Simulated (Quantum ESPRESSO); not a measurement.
# NiO: one coupling from two orders, and a test

Can a spin model with one coupling foretell the energy of a further order of NiO?

Main program and level: Quantum ESPRESSO 7.5; LDA with U = 6 eV on Ni d (ortho-atomic projectors); plane waves with GBRV 1.5 LDA potentials, no spin-orbit coupling.

**Measured values to reproduce.**

“Local correlations, non-local screening, multiplets, and band formation in NiO” (2012, arxiv:1210.6675) quotes from earlier work for NiO, rock salt (NaCl structure) (bulk NiO, value quoted from literature): ordering temperature (Neel temperature) 523 K [Literature value cited from ref 1 in the introduction].

### 1. Set-up

Symmetry: Fm-3m, No. 225, cubic system. Conventional cell: a = 4.172 Å, b = 4.172 Å, c = 4.172 Å, α = 90.00°, β = 90.00°, γ = 90.00°. Nearest to Ni lie 6 O at 2.09 Å. Nearest to O lie 6 Ni at 2.09 Å. Farther neighbours and most contacts between anions are not listed.

Structure file:

```cif
data_structure
_symmetry_space_group_name_H-M 'P 1'
_symmetry_Int_Tables_number 1
_cell_length_a 2.9499
_cell_length_b 2.9499
_cell_length_c 2.9499
_cell_angle_alpha 60.000
_cell_angle_beta 60.000
_cell_angle_gamma 60.000
_cell_volume 18.15
loop_
_atom_site_label
_atom_site_type_symbol
_atom_site_fract_x
_atom_site_fract_y
_atom_site_fract_z
_atom_site_occupancy
Ni1 Ni 0.00000 0.00000 0.00000 1
O2 O 0.50000 0.50000 0.50000 1
```

The cell comes from the Crystallography Open Database.

### 2. The parallel order

All energies count from this run.

Contents of pw.in:

```
&CONTROL
  calculation = 'scf'
  prefix = 'pwscf'
  outdir = './tmp'
  pseudo_dir = './pseudo'
  disk_io = 'nowf'
/
&SYSTEM
  ibrav = 0
  celldm(1) = 8
  nat = 2
  ntyp = 2
  ecutwfc = 40
  ecutrho = 280
  nbnd = 20
  occupations = 'smearing'
  smearing = 'fd'
  degauss = 0.00367493
  nspin = 2
  starting_magnetization(1) = 0.1111
  starting_magnetization(2) = 0
/
&ELECTRONS
  conv_thr = 4d-09
  electron_maxstep = 150
  mixing_beta = 0.3
/
ATOMIC_SPECIES
Ni     58.6934 ni_lda_v1.4.uspp.F.UPF
O      15.9990 o_lda_v1.2.uspp.F.UPF
CELL_PARAMETERS alat
   0.0000000000000    0.4927228531442    0.4927228531442
   0.4927228531442    0.0000000000000    0.4927228531442
   0.4927228531442    0.4927228531442    0.0000000000000
ATOMIC_POSITIONS crystal
Ni      0.0000000000    0.0000000000    0.0000000000
O       0.5000000000    0.5000000000    0.5000000000
K_POINTS automatic
8 8 8 0 0 0
HUBBARD {ortho-atomic}
U Ni-3d 6.0000
```

Run with:

```
$ OMP_NUM_THREADS=1 mpirun -n 4 pw.x -nk 4 -in pw.in > pw.out
```

Output:

```text
Program PWSCF v.7.5 starts
     [... lines left out ...]
     number of atoms/cell      =            2
     [... lines left out ...]
     number of electrons       =        24.00
     number of Kohn-Sham states=           20
     kinetic-energy cutoff     =      40.0000  Ry
     charge density cutoff     =     280.0000  Ry
     scf convergence threshold =      4.0E-09
     [... lines left out ...]
     48 Sym. Ops., with inversion, found
     [... lines left out ...]
     number of k points=    29  Fermi-Dirac smearing, width (Ry)=  0.0037
     [... lines left out ...]
     iteration # 13     ecut=    40.00 Ry     beta= 0.30
     [... lines left out ...]
     Magnetic moment per site  (integrated on atomic sphere of radius R)
     atom   1 (R=0.203)  charge= 15.6170  magn=  1.6991
     atom   2 (R=0.203)  charge=  5.6943  magn=  0.2398
     [... lines left out ...]
     Tr[ns(  1)] (up, down, total) =   4.97358  3.25450  8.22808
     [... lines left out ...]
     the Fermi energy is    14.0832 ev
!    total energy              =    -375.30309330 Ry
     estimated scf accuracy    <          8.6E-11 Ry
     smearing contrib. (-TS)   =      -0.00000000 Ry
     [... lines left out ...]
     total magnetization       =     2.00 Bohr mag/cell
     absolute magnetization    =     2.01 Bohr mag/cell
     convergence has been achieved in  13 iterations
   JOB DONE.
```

Elapsed: 4 s, on 4 MPI ranks of Arm Neoverse V2, shared host; peak memory 0.25 GiB; 16 s of CPU time.

Spin moment in the atom's sphere by atom:

```csv
atom,spin moment in the atom's sphere (μB)
Ni1,1.70
O2,0.24
```

Numbers from this step:

```yaml
smearing_term_ts: 3.89e-9 eV
magnetization: 2 μB
absolute_magnetization: 2.011 μB
final_state: ferromagnetic
```

### 3. The orders used for the fit

The other orders were run with the same settings, on meshes that hold the same points. Free energies are divided by the number of Ni atoms; q is in fractions of the reciprocal vectors of the first run's cell.

```csv
order,atoms,mesh,free energy (eV),eV per Ni,largest moment (μB)
F +,2,8×8×8,-5106.2587,-5106.2587,1.70
"AF q=(0,1/2,1/2) +-",4,8×4×8,-10212.4821,-5106.2410,1.71
```

### 4. Counting neighbours

With E = −Σ J e_i·e_j over ordered pairs of unit vectors, turning a neighbour from parallel to opposed costs 2J a Ni atom. So an order lies 2 Σ n J over the parallel one, n being the opposed neighbours in each shell.

```csv
shell,distance (Å),neighbours,"opposed in AF q=(0,1/2,1/2) +-","opposed in AF q=(0,0,1/2) +-"
J1,2.95,12,8,6
J2,4.17,6,0,6
```

Only J1 is kept, as an effective coupling that takes up all reversed shells.

### 5. Solving

```
2 × 8 × J1 = +17.7 meV    (AF q=(0,1/2,1/2) +-)
J1 = +1.11 meV
```

### 6. The test

The couplings now give the orders that were left out:

```
2 × 6 × (+1.11) = +13.3 meV    (AF q=(0,0,1/2) +-)
```

The runs themselves:

```
            order  atoms   mesh  free energy (eV)   eV per Ni  largest moment (μB)  over the parallel order (meV)  foretold (meV)
AF q=(0,0,1/2) +-      4  8×8×4       -10212.7712  -5106.3856                 1.63                         -126.9           +13.3
```

### 7. One more shell

One way to take up the miss is the next shell. Both differences then fix both couplings, and no order is left for a test.

```
2 × 8 × J1 = +17.7 meV    (AF q=(0,1/2,1/2) +-)
2 × 6 × J1 + 2 × 6 × J2 = -126.9 meV    (AF q=(0,0,1/2) +-)
J1 = +1.11 meV
J2 = -11.68 meV
```

### 8. Mean-field temperature

```
gain of AF q=(0,0,1/2) +- over disorder = (12 − 2 × 6) × (+1.11) + (6 − 2 × 6) × (-11.68) = 70.1 meV
T = 2 × 70.1 / (3 × 0.08617) = 542 K
```

### 9. What came out

| Property | Result |
| --- | --- |
| effective J1 (Ni–Ni at 2.95 Å) | 1.11 meV |
| largest miss on the orders left out | 140 meV |
| J1 with two shells | 1.11 meV |
| J2 with two shells | -11.7 meV |
| mean-field ordering temperature | 542 K |

In words: The model misses the order left out by 140 meV, 110 % of the largest energy difference, so it fails: these couplings alone don't describe the crystal. With the next shell added the couplings are J1 = +1.11 and J2 = -11.68 meV, untested. The largest moment changes by 4.6 % between the orders. Shells that were dropped are folded into the couplings or show in the miss. Mean field overstates the temperature of the model, and classical spins understate it for small quantum spins, by up to the factor (S+1)/S.

Computed beside measured:

```
                quantity  measured    mean field
ordering temperature (K)       523  542 (+3.7 %)
```

Measured values from arxiv:1210.6675 (2012).

How well it matches: The ordering temperature is off by +3.7 %: good agreement. Mean-field temperatures run high for given couplings and spin length. No cell relaxation is part of this session.

[Logs and program files are shortened in this print: banners, set-up blocks, solver, clock and traceback lines can be left out without a mark of their own.]

[Logs are printed without paths, hosts, clocks, repeated set-up lines and the standing remarks that a program may print on its own settings, such as how far it seeks lower states.]

[Hosts, paths, dates, database ids (printed as entryN), source tags and the programs' standing remarks are cut or masked in the printed files.]

[Where a cell is said to come from a database of computed structures, the database is the Materials Project.]
